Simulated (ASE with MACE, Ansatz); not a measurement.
# (10-12) twin boundary in hcp Ru (54 atoms): boundary energy

What is the boundary energy of this cell, counted against the bulk crystal, and how far does it hang on functional and mesh?

Calculated with Ansatz 0.2.0: Kohn-Sham DFT, PBE, PAW (set soft_2), plane waves; cutoff 420 eV, fermi-dirac smearing of 0.1 eV. Cutoffs: 420 eV for PBE and PBEsol; 500 eV for r2SCAN.

**The cells**

The cell holds 54 atoms: 54 Ru. Its edges and angles: a = 6.914 Å, b = 5.430 Å, c = 22.268 Å, α = 90.0°, β = 90.0°, γ = 66.9°. It derives from Ru. The starting structure: Two grains of Ru, one the mirror image of the other in the boundary plane, two boundaries a cell; of 6 trial joints (lateral shifts, openings, close atoms taken out) the lowest after a short relaxation with the MACE-MP-0b2 potential was kept (shift [0, 0] of the surface cell, opening 0.00 Å, one of each pair under 1.88 Å removed), then its atoms and the cell's length along the normal were relaxed with that potential. Lattice constants are starting values near those of PBE.

The bulk reference is Ru2 in a cell of 2 atoms, 13.661 Å³ an atom.

The input of the single point on the relaxed cell:

```yaml
crystal:
  lattice:
    - [6.91399, 0.0, 0.0]
    - [2.13226, 4.99383, 0.0]
    - [0.0, 0.0, 22.26797]
  atoms:
    - { symbol: Ru, position: [0.87964, 0.30986, 0.99913] }
    - { symbol: Ru, position: [0.54297, 0.22853, 0.05448] }
    - { symbol: Ru, position: [0.13412, 0.43278, 0.06845] }
    - { symbol: Ru, position: [0.82028, 0.3398, 0.11988] }
    [... 48 atom lines left out ...]
    - { symbol: Ru, position: [0.91961, 0.79026, 0.5896] }
    - { symbol: Ru, position: [0.49154, 0.00433, 0.55946] }
kpoints:
  mp_grid: { grid: [6, 7, 2] }
hamiltonian:
  xc: pbe
scf:
  occupations: { method: fermi_dirac, width: 0.1 }
output:
  forces: true
  stress: true
  populations: true
  dos:
    method: { smearing: { sigma: 0.08 } }
    de: 0.1
    projected:
      site_lists:
        Ru: [Ru]
        lower_grain: [... 30 sites ...]
        upper_grain: [... 24 sites ...]
  eigenvalues: true
  write_density: true
  write_potential: true
  volumetric_format: npy
```

```
                           cell  formula                    k-mesh  relaxation steps  gain on relaxing (eV)  free energy, PBE (eV)  time of its runs on this page
(10-12) twin boundary in hcp Ru     Ru54  6×7×2 (relaxed on 4×5×1)                 5                   0.93            -317444.113                           99 s
                        bulk Ru      Ru2                  23×23×13                 -                      -             -11757.403                           12 s
```

**Boundary energy**

The excess is the cell's free energy less 27 times that of the bulk cell. It is divided by twice the area, as the cell holds two boundaries, so the value is their mean, and they need not be alike (34.53 Å²), with 1 eV/Å² = 16.022 J/m².

| level | k-mesh | excess (eV) | boundary energy (J/m²) | per area (meV/Å²) |
| --- | --- | --- | --- | --- |
| PBE | 6×7×2 | 5.776 | 1.340 | 83.6 |
| PBE, denser mesh | 7×9×2 | 5.747 | 1.333 | 83.2 |
| r2SCAN | 6×7×2 | 6.680 | 1.550 | 96.7 |
| PBEsol | 6×7×2 | 7.465 | 1.732 | 108.1 |

Worked for the first row at PBE: (-317444.113) − 27 × (-11757.403) = 5.776 eV (from unrounded energies).

Then 5.776 / (2 × 34.53) × 16.022 = 1.340 J/m².

**Neighbours**

Bonds by pair of elements; cutoffs follow the first minimum of g(r), held within bounds set by covalent radii, and pairs that aren't listed don't count as bonded:

```csv
pair A-B,cutoff (Å),bonds,mean length (Å),spread (Å),shortest (Å),B about A,A about B
Ru-Ru,3.38,318,2.71,0.087,2.47,11.8,11.8
```

How many atoms have how many bonded neighbours:

```csv
element,mean,10,11,12,13
Ru,11.8,4,6,42,2
```

**Findings**

At PBE the boundary energy is 1.34 J/m². At the same geometries the levels give 1.34 (PBE) to 1.73 J/m² (PBEsol) and the denser mesh leaves it within 0.01 J/m². Relaxing the atoms lowered it by 0.217 J/m² from the start (on the 4×5×1 mesh of the relaxation), and the farthest atom moved 0.34 Å. By these cutoffs 12 of 54 Ru atoms differ from the commonest count of 12.

Limits: The cell edges were held, so the lattice is the typed one for every functional, and the length along the normal is the one that the machine-learned potential gave. Cell and bulk are sampled on unlike meshes, and the error grows with the number of atoms subtracted. These are free energies under a smearing of 0.1 eV, whose entropy term isn't removed. The joint was picked among a few trials by a machine-learned potential, and a lower one may exist. In some runs the program notes that positions were snapped to a detected symmetry.

[Logs are printed without paths, hosts, clocks, repeated set-up lines and the standing remarks that a program may print on its own settings, such as how far it seeks lower states.]

[Hosts, paths, dates, database ids (printed as entryN), source tags and the programs' standing remarks are cut or masked in the printed files.]
